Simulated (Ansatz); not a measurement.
Planning a run of Ansatz 0.2.0 on BiOCl (P4/nmm). The input:

```yaml
crystal:
  lattice:
    - [3.88551, 0.0, 0.0]
    - [0.0, 3.88551, 0.0]
    - [0.0, 0.0, 7.3489]
  atoms:
    - { symbol: Bi, position: [0.5, 0.0, 0.32904] }
    - { symbol: Bi, position: [0.0, 0.5, 0.67096] }
    - { symbol: Cl, position: [0.0, 0.5, 0.1472] }
    - { symbol: Cl, position: [0.5, 0.0, 0.8528] }
    - { symbol: O, position: [0.0, 0.0, 0.5] }
    - { symbol: O, position: [0.5, 0.5, 0.5] }
kpoints:
  mp_grid: { grid: [6, 6, 4] }
  band_path:
    path:
      - [0.0, 0.0, 0.0]
      - [0.0, 0.5, 0.0]
      - [0.5, 0.5, 0.0]
      - [0.0, 0.0, 0.5]
      - [0.0, 0.5, 0.5]
      - [0.5, 0.5, 0.5]
      - [0.0, 0.4, 0.5]
    npoints: 1
hamiltonian:
  xc: hse06
scf:
  occupations: { method: fixed }
  n_extra_bands: 6
output:
  eigenvalues: true
```

```sh
ansatz run input.yaml --threads 3 --pin off --max-ram 92160MiB --backend cuda --events-out ev --progress --plain --runs-dir out --devices 1 --max-vram 13GiB
```

Q: How long will it take on 1 × NVIDIA H100 80GB HBM3 (shared by 6 runs) with 3 threads of AMD EPYC 7R13 (Zen 3), shared host, and how much memory?

It took 50 s; on shared hardware allow 25 s to 1.7 min. Peak host memory was 1.7 GiB. The sizes that set the cost: 2177 plane waves a state, 30 irreducible k points and 14 SCF cycles.

Exact exchange couples every pair of k points and filled bands, so it costs far more than a semilocal run.

[Paths, hosts, dates, memory and timing lines, banners, echoed tables and standing remarks are left out of the program output.]

[Logs are printed without paths, hosts, clocks, repeated set-up lines and the standing remarks that a program may print on its own settings, such as how far it seeks lower states.]

[Runs of the session that timed out or met a known fault of the program may be left out.]

[Cells called generated may have been cut or substituted from an entry of the Crystallography Open Database or the Materials Project.]

[Hosts, paths, dates, database ids (printed as entryN), source tags and the programs' standing remarks are cut or masked in the printed files.]
